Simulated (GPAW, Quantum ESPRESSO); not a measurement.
**Near-edge structure at the B K edge of BN (P6_3/mmc)**

Aim: the B K edge of BN (P6_3/mmc) by two routes, a Lanczos recursion (XSpectra) and a sum over empty bands (GPAW), to see which features are robust.

Method: core-hole supercells, plane-wave PAW PBE (first program; GPAW 26.7.0 follows as the second), in Quantum ESPRESSO 7.5.

An experiment to compare with: “Outstanding Thermal Conductivity of Single Atomic Layer Isotope-Modified Boron Nitride” (2020, arxiv:2008.00443). The in-plane thermal conductivity of suspended one- to three-layer hexagonal boron nitride enriched in boron-10 or boron-11 was measured near room temperature by the optothermal Raman technique. Raman, X-ray absorption and electron diffraction were used to characterise the exfoliated sheets and their parent crystals. It reports B K-edge features by NEXAFS at 55 deg incidence on isotopically pure and natural BN, same position in all; the values are set beside the results at the end.

The database entry behind the starting cell differs from later determinations by our own check (about 0.3 % short, minor phase), so it need not match the best structure at ambient conditions.

### Step 1. Set-up

It takes space group P6_3/mmc (No. 194, hexagonal). The conventional cell has a = 2.498 Å, b = 2.498 Å, c = 6.636 Å, α = 90.00°, β = 90.00°, γ = 120.00°. N has 3 B at 1.44 Å nearest. Nearest to B lie 3 N at 1.44 Å. Farther neighbours and most contacts between anions are not listed.

Coordinates:

```cif
data_structure
_symmetry_space_group_name_H-M 'P 1'
_symmetry_Int_Tables_number 1
_cell_length_a 2.4982
_cell_length_b 2.4982
_cell_length_c 6.6357
_cell_angle_alpha 90.000
_cell_angle_beta 90.000
_cell_angle_gamma 120.000
_cell_volume 35.87
loop_
_atom_site_label
_atom_site_type_symbol
_atom_site_fract_x
_atom_site_fract_y
_atom_site_fract_z
_atom_site_occupancy
N1 N 0.66667 0.33333 0.25000 1
N2 N 0.33333 0.66667 0.75000 1
B3 B 0.66667 0.33333 0.75000 1
B4 B 0.33333 0.66667 0.25000 1
```

### Step 2. The field without a hole (Quantum ESPRESSO)

The ground state comes first: it tells whether the system has a gap, which decides how the excited electron is treated.

The PAW data sets are made with ld1.x, with reconstruction data.

Input file scf.in:

```
&control
   calculation='scf', prefix='x', pseudo_dir='../pp', outdir='tmp', tprnfor=.true.
/
&system
   ibrav=0, nat=4, ntyp=3, nbnd=12
   ecutwfc=56, ecutrho=360
   occupations='smearing', smearing='mv', degauss=0.015
/
&electrons
   conv_thr=4.0e-08, electron_maxstep=120
   mixing_beta=0.5
/
ATOMIC_SPECIES
N 1.0 N.pbe-n-kjpaw.UPF
B3 1.0 B.pbe-n-kjpaw.UPF
B 1.0 B.pbe-n-kjpaw.UPF
CELL_PARAMETERS angstrom
  2.49824000 0.00000000 0.00000000
  -1.24912000 2.16353930 0.00000000
  0.00000000 0.00000000 6.63570000
ATOMIC_POSITIONS crystal
N    0.66666667 0.33333333 0.25000000
N    0.33333333 0.66666667 0.75000000
B3   0.66666667 0.33333333 0.75000000
B    0.33333333 0.66666667 0.25000000
K_POINTS automatic
12 12 4 0 0 0
```

The run is started by

```sh
OMP_NUM_THREADS=1 mpirun --oversubscribe --bind-to none -np 4 pw.x -nk 4 -in scf.in > scf.out
```

The log of the run:

```text
     [... banner and references ...]
using ibrav=0 with symmetry is DISCOURAGED, use correct ibrav instead

     G-vector sticks info
     --------------------

     Using Slab Decomposition

     bravais-lattice index     =            0
     lattice parameter (alat)  =       4.7210  a.u.
     unit-cell volume          =     242.0373 (a.u.)^3
     number of atoms/cell      =            4
     number of atomic types    =            3
     number of electrons       =        16.00
     number of Kohn-Sham states=           12
     kinetic-energy cutoff     =      56.0000  Ry
     charge density cutoff     =     360.0000  Ry
     scf convergence threshold =      4.0E-08
     mixing beta               =       0.5000
     number of iterations used =            8  plain     mixing
     Exchange-correlation= SLA  PW   PBX  PBC
                           (   1   4   3   4   0   0   0)

     celldm(1)=   4.720989  celldm(2)=   0.000000  celldm(3)=   0.000000
     celldm(4)=   0.000000  celldm(5)=   0.000000  celldm(6)=   0.000000

     crystal axes: (cart. coord. in units of alat)
               a(1) = (   1.000000   0.000000   0.000000 )
               a(2) = (  -0.500000   0.866025   0.000000 )
               a(3) = (   0.000000   0.000000   2.656150 )

     reciprocal axes: (cart. coord. in units 2 pi/alat)
               b(1) = (  1.000000  0.577350 -0.000000 )
               b(2) = (  0.000000  1.154701  0.000000 )
               b(3) = (  0.000000 -0.000000  0.376485 )

     ../pp/N.pbe-n-kjpaw.UPF
     Pseudo is Projector augmented-wave + core cor, Zval =  5.0
     Shape of augmentation charge: PSQ
     Using radial grid of 1085 points,  4 beta functions with:
                l(1) =   0
                l(2) =   0
                l(3) =   1
                l(4) =   1
     Q(r) pseudized with 0 coefficients

     ../pp/B.pbe-n-kjpaw.UPF
     Pseudo is Projector augmented-wave + core cor, Zval =  3.0
     Shape of augmentation charge: PSQ
     Using radial grid of 1059 points,  4 beta functions with:
                l(1) =   0
[...]
Q(r) pseudized with 0 coefficients

     ../pp/B.pbe-n-kjpaw.UPF
     Pseudo is Projector augmented-wave + core cor, Zval =  3.0
     Shape of augmentation charge: PSQ
     Using radial grid of 1059 points,  4 beta functions with:
[...]
l(2) =   0
                l(3) =   1
                l(4) =   1
     Q(r) pseudized with 0 coefficients

     atomic species   valence    mass     pseudopotential
     N                 5.00     1.00000     N ( 1.00)
     B3                3.00     1.00000     B ( 1.00)
     B                 3.00     1.00000     B ( 1.00)

     12 Sym. Ops. (no inversion) found ( 6 have fractional translation)

   Cartesian axes

     site n.     atom                  positions (alat units)
         1        N      tau(   1) = (   0.5000000   0.2886751   0.6640375  )
         2        N      tau(   2) = (  -0.0000000   0.5773503   1.9921124  )
         3        B3     tau(   3) = (   0.5000000   0.2886751   1.9921124  )
         4        B      tau(   4) = (  -0.0000000   0.5773503   0.6640375  )

     number of k points=    57  Marzari-Vanderbilt smearing, width (Ry)=  0.0150
                       cart. coord. in units 2pi/alat
        k(    1) = (   0.0000000   0.0000000   0.0000000), wk =   0.0034722
        k(    2) = (   0.0000000   0.0000000   0.0941212), wk =   0.0069444
        k(    3) = (   0.0000000   0.0000000  -0.1882424), wk =   0.0034722
        k(    4) = (   0.0000000   0.0962250   0.0000000), wk =   0.0208333
        k(    5) = (   0.0000000   0.0962250   0.0941212), wk =   0.0416667
[...]
k(   55) = (   0.3333333   0.5773503   0.0000000), wk =   0.0069444
        k(   56) = (   0.3333333   0.5773503   0.0941212), wk =   0.0138889
        k(   57) = (   0.3333333   0.5773503  -0.1882424), wk =   0.0069444

[...]
iteration #  5     ecut=    56.00 Ry     beta= 0.50
     Davidson diagonalization with overlap
     ethr =  7.91E-06,  avg # of iterations =  4.1

     total energy              =     -79.72510365 Ry
     estimated scf accuracy    <       0.00015684 Ry

     iteration #  6     ecut=    56.00 Ry     beta= 0.50
     Davidson diagonalization with overlap
     ethr =  9.80E-07,  avg # of iterations =  2.5

     total energy              =     -79.72512345 Ry
     estimated scf accuracy    <       0.00000288 Ry

     iteration #  7     ecut=    56.00 Ry     beta= 0.50
     Davidson diagonalization with overlap
     ethr =  1.80E-08,  avg # of iterations =  2.9

     total energy              =     -79.72512523 Ry
     estimated scf accuracy    <       0.00000079 Ry

     iteration #  8     ecut=    56.00 Ry     beta= 0.50
     Davidson diagonalization with overlap
     ethr =  4.93E-09,  avg # of iterations =  1.9

     End of self-consistent calculation

          k = 0.0000 0.0000 0.0000 (  1733 PWs)   bands (ev):

   -13.0689 -12.7737  -1.4777   0.6496   3.4640   3.4640   3.5012   3.5012
    10.0549  15.1251  16.4634  16.4634

          k = 0.0000 0.0000 0.0941 (  1722 PWs)   bands (ev):

   -13.0279 -12.8194  -1.2183   0.2647   3.4695   3.4695   3.4958   3.4958
    10.7567  14.2331  16.4811  16.4832

          k = 0.0000 0.0000-0.1882 (  1758 PWs)   bands (ev):

   -12.9261 -12.9260  -0.5355  -0.5354   3.4825   3.4825   3.4826   3.4826
    12.4293  12.4293  16.5246  16.5247

          k = 0.0000 0.0962 0.0000 (  1721 PWs)   bands (ev):

   -12.9322 -12.6415  -1.2897   0.8186   2.9032   2.9357   3.2003   3.2415
    10.3033  15.0349  16.3013  16.5035

          k = 0.0000 0.0962 0.0941 (  1723 PWs)   bands (ev):

   -12.8918 -12.6865  -1.0327   0.4367   2.9095   2.9340   3.2063   3.2355
    10.9875  14.2828  16.3536  16.4887

          k = 0.0000 0.0962-0.1882 (  1738 PWs)   bands (ev):

[...]
k = 0.0000 0.1925 0.0000 (  1714 PWs)   bands (ev):

[...]
k = 0.0000 0.1925-0.1882 (  1730 PWs)   bands (ev):

[...]
k = 0.0000 0.2887-0.1882 (  1716 PWs)   bands (ev):

[...]
k = 0.0000 0.3849-0.1882 (  1710 PWs)   bands (ev):

[...]
k = 0.0000-0.5774 0.0000 (  1732 PWs)   bands (ev):

[...]
k = 0.0000-0.5774 0.0941 (  1712 PWs)   bands (ev):

[...]
k = 0.0000-0.5774-0.1882 (  1700 PWs)   bands (ev):

[...]
k = 0.2500 0.4330-0.1882 (  1720 PWs)   bands (ev):

[...]
k = 0.2500 0.5292 0.0941 (  1706 PWs)   bands (ev):

[...]
k = 0.2500 0.5292-0.1882 (  1700 PWs)   bands (ev):

[...]
k = 0.3333 0.5774 0.0000 (  1710 PWs)   bands (ev):

    -9.2212  -9.2211  -3.2407  -3.0803  -2.3769  -2.3768   4.6997   4.6998
     9.6659   9.6660  15.6126  18.0833

          k = 0.3333 0.5774 0.0941 (  1701 PWs)   bands (ev):

    -9.2210  -9.2210  -3.2177  -3.1043  -2.3804  -2.3803   4.7393   4.7394
     9.5573   9.5574  15.9353  18.4025

          k = 0.3333 0.5774-0.1882 (  1716 PWs)   bands (ev):

    -9.2209  -9.2208  -3.1616  -3.1615  -2.3839  -2.3839   4.7799   4.7800
     9.4502   9.4502  16.8457  16.8457

     the Fermi energy is     7.1110 ev

!    total energy              =     -79.72512534 Ry
     total all-electron energy =      -318.801416 Ry
     estimated scf accuracy    <       0.00000001 Ry
     smearing contrib. (-TS)   =      -0.00000000 Ry
     internal energy E=F+TS    =     -79.72512534 Ry

     The total energy is F=E-TS. E is the sum of the following terms:
     one-electron contribution =     -15.42369224 Ry
     hartree contribution      =      16.48611800 Ry
     xc contribution           =     -17.68209726 Ry
     ewald contribution        =     -36.74426615 Ry
     one-center paw contrib.   =     -26.36118769 Ry

     convergence has been achieved in   8 iterations

     Forces acting on atoms (cartesian axes, Ry/au):

     atom    1 type  1   force =    -0.00000000   -0.00000000    0.00000000
     atom    2 type  1   force =     0.00000000    0.00000000    0.00000000
     atom    3 type  2   force =    -0.00000000   -0.00000000    0.00000000
     atom    4 type  3   force =     0.00000000    0.00000000    0.00000000

     Total force =     0.000000     Total SCF correction =     0.000000

     XML data file, charge density, pseudopotentials, collected wavefunctions

=------------------------------------------------------------------------------=
   JOB DONE.
=------------------------------------------------------------------------------=
```

Run time: 5.7 s. Hardware: 4 MPI ranks of Arm Neoverse V1, shared host; peak memory 0.07 GiB.

Absorbing atoms carry a label of their own (element plus a letter or digit), as the spectrum program needs them as separate species.

The mesh shows a gap of 4.30 eV, so the hole is first treated in a charged cell, without the excited electron.

### Step 3. Spectrum without a core hole, B atom 3 (Quantum ESPRESSO)

Without a hole the spectrum is the empty density of states of the right symmetry on the absorber, weighted by matrix elements. It needs only the small cell and serves as the baseline.

The absorber has 3 N at 1.44 Å (trigonal planar, site symmetry -6m2).

Input file xspectra.in:

```
&input_xspectra
   calculation='xanes_dipole', edge='K'
   prefix='x', outdir='tmp', xiabs=2, xe0=6.9302
   xonly_plot=.false., x_save_file='xanes.sav'
   xniter=3000, xcheck_conv=20, xerror=0.005
   xcoordcrys=.false., xepsilon(1)=1, xepsilon(2)=0, xepsilon(3)=0
/
&plot
   xnepoint=413, xemin=-10, xemax=45, terminator=.true., cut_occ_states=.true.
   xgamma=0.4
/
&pseudos
   filecore='../B.wfc'
/
&cut_occ
   cut_desmooth=0.1, cut_stepl=0.05, cut_stepu=0.05, cut_ierror=1e-5
/
10 10 4 0 0 0
```

The run is started by

```sh
OMP_NUM_THREADS=1 mpirun --oversubscribe --bind-to none -np 4 xspectra.x -nk 4 -in xspectra.in > xspectra.out
```

The log of the run:

```text
     [... banner and references ...]
Reading input_file

     calculation: xanes_dipole

     xepsilon  [cartesian coordinates]:   1.000000   0.000000   0.000000

     xonly_plot: FALSE
        => complete calculation: Lanczos + spectrum plot

     filecore (core-wavefunction file): ../B.wfc

     main plot parameters:
        cut_occ_states: TRUE
        gamma_mode:  constant
        -> using xgamma [eV]:  0.40
        xemin [eV]: -10.00
        xemax [eV]:  45.00
        xnepoint:  413
        xe0 [eV]:   6.930200 (energy zero read in input file)

[...]
Results of STEP 1 successfully written in x_save_file
     x_save_file name:
     ->  xanes.sav
     x_save_file version:  2

     ... End STEP 1 ...

     ... Begin STEP 2 ...

     The spectrum is calculated using the following parameters:
        xe0 [eV]:    6.9302
        the occupied states are elimintate from the spectrum
        xemin [eV]: -10.00
        xemax [eV]:  45.00
        xnepoint:  413
        constant broadening parameter [eV]:    0.400
        Core level energy [eV]:  -188.0
         (from electron binding energy of neutral atoms in X-ray data booklet)

     Cross-section successfully written in xanes.dat

     ... End STEP 2 ...

                                END JOB XSpectra
```

The job ended after 43 s (4 MPI ranks; peak memory 0.08 GiB).

The B K spectrum, B atom 3, no core hole (energy from the lowest empty level; intensity scaled to a mean of 1 over the first 20 eV; the points at xe0, where the cut of filled states can leave a spike, are interpolated; polarised curves are means over the symmetry-equivalent atoms):

```csv
E (eV),isotropic,ε ⊥ c,ε ∥ c
-2.0,0.06,0.02,0.15
-1.4,0.09,0.02,0.22
-0.8,0.15,0.02,0.40
-0.2,0.35,0.02,1.00
0.4,0.96,0.03,2.83
1.0,1.12,0.03,3.31
1.6,0.92,0.04,2.70
2.2,0.73,0.05,2.08
2.8,0.65,0.06,1.84
3.4,0.48,0.08,1.28
4.0,0.39,0.10,0.97
4.6,0.44,0.15,1.01
5.2,0.52,0.26,1.05
5.8,0.58,0.48,0.79
6.4,0.95,0.85,1.15
7.0,1.35,1.47,1.09
7.6,1.63,1.89,1.10
8.2,1.56,1.63,1.41
8.8,1.18,1.17,1.21
9.4,1.02,0.99,1.08
10.0,0.91,0.91,0.91
10.6,1.29,1.41,1.04
11.2,1.46,1.45,1.49
11.8,1.16,0.97,1.54
12.4,1.17,1.17,1.17
13.0,1.16,1.39,0.69
13.6,1.38,1.72,0.69
14.2,1.08,1.21,0.83
14.8,0.98,1.14,0.66
15.4,1.03,1.23,0.61
16.0,1.36,1.72,0.65
16.6,1.48,1.88,0.68
17.2,1.34,1.73,0.57
17.8,0.85,1.01,0.53
18.4,0.72,0.76,0.65
19.0,0.63,0.65,0.59
19.6,0.66,0.69,0.60
20.2,0.59,0.65,0.48
20.8,0.82,0.95,0.56
21.4,0.94,1.16,0.51
22.0,1.32,1.71,0.54
22.6,1.85,2.44,0.67
23.2,2.49,3.40,0.68
23.8,2.00,2.69,0.61
24.4,1.74,2.29,0.64
25.0,1.62,2.14,0.57
25.6,1.21,1.53,0.58
26.2,1.05,1.32,0.52
26.8,0.77,0.89,0.52
27.4,0.59,0.54,0.70
28.0,0.53,0.35,0.91
28.6,0.54,0.35,0.93
29.2,0.65,0.37,1.21
29.8,0.53,0.30,0.99
30.4,0.58,0.30,1.13
31.0,0.74,0.32,1.56
31.6,0.73,0.34,1.51
```

Main maxima below 24 eV (height): 1.2 eV (1.14), 7.5 eV (1.66), 11.1 eV (1.52), 12.5 eV (1.22), 13.5 eV (1.43), 16.4 eV (1.58) and 23.4 eV (2.54). A K edge sees empty p states; at this planar three-fold site the curve for the electric vector normal to the plane peaks at 1.2 eV, where it is mainly π* that absorbs: that direction carries over 70 % of the weight there.

### Step 4. Another broadening

The final state's lifetime shortens with energy, so measured features broaden above the edge; the saved Lanczos coefficients are redrawn with a width that grows.

Input file xspectra_plot.in:

```
&input_xspectra
   calculation='xanes_dipole', edge='K'
   prefix='x', outdir='tmp', xiabs=2, xe0=6.9302
   xonly_plot=.true., x_save_file='xanes.sav'
   xniter=3000, xcheck_conv=20, xerror=0.005
   xcoordcrys=.false., xepsilon(1)=1, xepsilon(2)=0, xepsilon(3)=0
/
&plot
   xnepoint=413, xemin=-10, xemax=45, terminator=.true., cut_occ_states=.true.
   gamma_mode='variable', gamma_energy(1)=4, gamma_energy(2)=25, gamma_value(1)=0.3, gamma_value(2)=2.5
/
&pseudos
   filecore='../B.wfc'
/
&cut_occ
   cut_desmooth=0.1, cut_stepl=0.05, cut_stepu=0.05, cut_ierror=1e-5
/
10 10 4 0 0 0
```

The run is started by

```sh
OMP_NUM_THREADS=1 xspectra.x -in xspectra_plot.in > xspectra_plot.out
```

The log of the run:

```text
     [... banner and references ...]
Reading input_file
     -------------------------------------------------------------------------

     calculation: xanes_dipole

     xonly_plot: TRUE
        => only the spectrum plot

     main plot parameters:
        cut_occ_states: TRUE
        gamma_mode:  variable
        -> first, constant up to point ( 4.00, 0.30) [eV]
        -> then, linear up to point (25.00, 2.50) [eV]
        -> finally, constant up to xemax
        xemin [eV]: -10.00
        xemax [eV]:  45.00
        xnepoint:  413
[...]
xemin [eV]: -10.00
        xemax [eV]:  45.00
        xnepoint:  413
        energy-dependent broadening parameter:
         -> first, constant up to point ( 4.00, 0.30) [eV]
         -> then, linear up to point (25.00, 2.50) [eV]
         -> finally, constant up to xemax
        Core level energy [eV]:  -188.0
         (from electron binding energy of neutral atoms in X-ray data booklet)

     Cross-section successfully written in xanes.dat

     -------------------------------------------------------------------------
                                END JOB XSpectra
     -------------------------------------------------------------------------
[key lines of the parts left out:]
Fermi level [eV]:   4.7800
```

Elapsed: 7.6 s, on 1 MPI rank; peak memory 0.05 GiB.

With a Lorentzian half width 0.3 eV up to 4 eV, rising linearly to 2.5 eV at 25 eV (counted from xe0, 2.2 eV below the zero used here), the maxima are 0.5 eV (1.21), 1.2 eV (1.28), 7.7 eV (1.37), 11.1 eV (1.20) and 23.5 eV (1.30).

### Step 5. Supercell without a hole, the energy reference (Quantum ESPRESSO)

The photon energy needs a difference of total energies, so the cell and mesh of the coming hole run are first run without a hole.

Input file scf.in:

```
&control
   calculation='scf', prefix='x', pseudo_dir='../pp', outdir='tmp', tprnfor=.true.
/
&system
   ibrav=0, nat=28, ntyp=2, nbnd=60
   ecutwfc=56, ecutrho=360
   occupations='fixed'
/
&electrons
   conv_thr=2.8e-07, electron_maxstep=120
   mixing_beta=0.5
/
ATOMIC_SPECIES
N 1.0 N.pbe-n-kjpaw.UPF
B 1.0 B.pbe-n-kjpaw.UPF
CELL_PARAMETERS angstrom
  6.24560000 2.16353930 0.00000000
  -4.99648000 4.32707861 0.00000000
  0.00000000 0.00000000 6.63570000
ATOMIC_POSITIONS crystal
N    0.23809524 0.04761905 0.25000000
N    0.38095238 0.47619048 0.25000000
N    0.52380952 0.90476190 0.25000000
N    0.66666667 0.33333333 0.25000000
N    0.80952381 0.76190476 0.25000000
N    0.95238095 0.19047619 0.25000000
N    0.09523810 0.61904762 0.25000000
N    0.19047619 0.23809524 0.75000000
N    0.33333333 0.66666667 0.75000000
N    0.47619048 0.09523810 0.75000000
N    0.61904762 0.52380952 0.75000000
N    0.76190476 0.95238095 0.75000000
N    0.90476190 0.38095238 0.75000000
N    0.04761905 0.80952381 0.75000000
B    0.23809524 0.04761905 0.75000000
B    0.38095238 0.47619048 0.75000000
B    0.52380952 0.90476190 0.75000000
B    0.66666667 0.33333333 0.75000000
B    0.80952381 0.76190476 0.75000000
B    0.95238095 0.19047619 0.75000000
B    0.09523810 0.61904762 0.75000000
B    0.19047619 0.23809524 0.25000000
B    0.33333333 0.66666667 0.25000000
B    0.47619048 0.09523810 0.25000000
B    0.61904762 0.52380952 0.25000000
B    0.76190476 0.95238095 0.25000000
B    0.90476190 0.38095238 0.25000000
B    0.04761905 0.80952381 0.25000000
K_POINTS automatic
3 3 3 0 0 0
```

The run is started by

```sh
OMP_NUM_THREADS=1 mpirun --oversubscribe --bind-to none -np 4 pw.x -nk 4 -in scf.in > scf.out
```

The log of the run:

```text
     [... banner and references ...]
[banner, memory and clock lines left out]
Found identity + (  0.1429  0.4286  0.0000) symmetry
     This is a supercell, fractional translations are disabled
     using ibrav=0 with symmetry is DISCOURAGED, use correct ibrav instead

     G-vector sticks info

     bravais-lattice index     =            0
     lattice parameter (alat)  =      12.4906  a.u.
     unit-cell volume          =    1694.2611 (a.u.)^3
     number of atoms/cell      =           28
[...]
Forces acting on atoms (cartesian axes, Ry/au):

     atom    1 type  1   force =     0.00000224    0.00005092   -0.00000067
     atom    2 type  1   force =    -0.00003841    0.00003033    0.00000028
     atom    3 type  1   force =    -0.00000707   -0.00004843    0.00000028
[...]
atom   27 type  2   force =    -0.00028976    0.00022013    0.00012388
     atom   28 type  2   force =     0.00045708    0.00041996    0.00012727

     Total force =     0.001828     Total SCF correction =     0.000033

     XML data file, charge density, pseudopotentials, collected wavefunctions
[key lines of the parts left out:]
!    total energy              =    -558.07592752 Ry
convergence has been achieved in  10 iterations
```

Wall time 48 s (4 MPI ranks); peak memory 0.27 GiB.

Reference energy: -30362.600 eV with the cores included.

(Continued in part 2 of 6.)

[Banner, clock and machine lines of the logs are left out without a mark of their own.]

[Logs are printed without paths, hosts, clocks, repeated set-up lines and the standing remarks that a program may print on its own settings, such as how far it seeks lower states.]

[Hosts, paths, dates, database ids (printed as entryN), source tags and the programs' standing remarks are cut or masked in the printed files.]

[Lists of maxima count a maximum above −3 eV only where it reaches 4 % of the highest in the window and stands out from its surroundings by 2 % of it (1.5 % where it reaches 55 %); shoulders and weaker maxima are passed over, and of the rest the first, up to two pre-edge ones and the few strongest are named.]
